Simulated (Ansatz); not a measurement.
## Al2SSe monolayer in a perpendicular field

Aim: how the Al2SSe monolayer screens a field along its normal, and what the field does to its bands. A positive field points along +c.

Method: plane-wave DFT, PBE-D3(BJ), Ansatz PAW, in the first sound run; inputs show where later runs differ, in Ansatz 0.2.0.

## Step 1: Set-up

The cell holds 4 atoms: 1 Se, 2 Al and 1 S. Cell: a = 3.689 Å, b = 3.689 Å, c = 39.951 Å, α = 90.0°, β = 90.0°, γ = 120.0°. Vacuum lies along c.

As a file:

```cif
data_structure
_symmetry_space_group_name_H-M 'P 1'
_symmetry_Int_Tables_number 1
_cell_length_a 3.6894
_cell_length_b 3.6894
_cell_length_c 39.9509
_cell_angle_alpha 90.000
_cell_angle_beta 90.000
_cell_angle_gamma 120.000
_cell_volume 470.94
loop_
_atom_site_label
_atom_site_type_symbol
_atom_site_fract_x
_atom_site_fract_y
_atom_site_fract_z
_atom_site_occupancy
Se1 Se 0.33333 0.66667 0.44430 1
Al2 Al 0.00000 0.00000 0.47409 1
Al3 Al 0.00000 0.00000 0.53466 1
S4 S 0.33333 0.66667 0.55570 1
```

## Step 2: Relaxation

The starting cell is a guess, so the in-plane lattice and the atoms are relaxed first, with the slab cut off from its images along the normal.

input.yaml

```yaml
crystal:
  lattice:
    - [3.6894, 0.0, 0.0]
    - [-1.8447, 3.1951141247, 0.0]
    - [0.0, 0.0, 39.9508750211]
  atoms:
    - { symbol: Se, position: [0.3333333333, 0.6666666667, 0.4442956504] }
    - { symbol: Al, position: [0.0, 0.0, 0.4740851334] }
    - { symbol: Al, position: [0.0, 0.0, 0.5346595262] }
    - { symbol: S, position: [0.3333333333, 0.6666666667, 0.5557043496] }
  periodic: [true, true, false]
kpoints:
  mp_grid: { grid: [12, 12, 1] }
hamiltonian:
  xc: pbe
  dispersion: d3bj
scf:
  occupations: { method: fermi_dirac, width: 0.05 }
  convergence: { dr2_threshold: 1.0e-09 }
relax:
  f_tol: 0.004
  max_steps: 90
  cell: {}
output:
  write_potential: true
  write_density: true
  volumetric_format: npy
```

The run is started by

```sh
$ ansatz run input.yaml --threads 4 --pin off --max-ram 6144MiB --backend cpu --events-out ev --progress --plain --runs-dir out
```

Planned after this: single point, field 0, start network; atoms held, field 0.03 V/Å; atoms held, field -0.03 V/Å; single point, field 0.15 V/Å; atoms held, field 0.25 V/Å; single point, field -0.25 V/Å; response, atoms held; relaxing in the field, field 0.1 V/Å; relaxing in the field, field -0.1 V/Å; response, atoms relaxed; with spin-orbit coupling, k-mesh 12×12×1; spin splitting near the zone centre, field 0; with spin-orbit coupling, k-mesh 12×12×1, field 0.2 V/Å; spin splitting near the zone centre, field 0.2 V/Å; varying the input. Settings of the main run: cutoff 420 eV, 18×18×1 k-mesh, smearing width 0.05 eV, 1 layers, stack Al2SSe monolayer, PAW set soft 2.

What does the calculation give for the gap without field; and equivalent conductor thickness, atoms held?

The induced dipole equals that of a perfect conductor 6.52 Å thick, while the outer atoms lie 4.82 Å apart; an out-of-plane ε follows only once a thickness t is chosen, by 1 − 1/ε = 6.52 Å / t. The two faces differ: the vacuum level above lies 0.07 eV higher than the one below. The gap goes from 2.06 eV to 2.05 eV at -0.25 V/Å.

| Property | Result |
| --- | --- |
| gap without field | 2.06 eV |
| ionisation energy, upper face | 6.07 eV |
| electron affinity, upper face | 4.01 eV |
| step between the vacuum levels | 0.0699 eV |
| equivalent conductor thickness, atoms held | 6.52 Å |
| equivalent conductor thickness, atoms relaxed | 6.67 Å |
| largest split over 2k that stays linear in k at 0 V/Å | 0.714 eV Å |
| largest split over 2k that stays linear in k at 0.2 V/Å | 0.684 eV Å |

Letting the atoms follow the field adds 0.15 Å to the equivalent conductor thickness: the ionic part of the response. Semilocal functionals give gaps that are too small, and excitons are not included. The field series itself is without spin-orbit coupling.

[Logs are printed without paths, hosts, clocks, repeated set-up lines and the standing remarks that a program may print on its own settings, such as how far it seeks lower states.]

[Hosts, paths, dates, database ids (printed as entryN), source tags and the programs' standing remarks are cut or masked in the printed files.]

[Maps of the electrostatic potential energy from Ansatz leave out the sawtooth potential of an applied field or a dipole correction, so their vacuum need not be flat; planar profiles and work functions include it.]
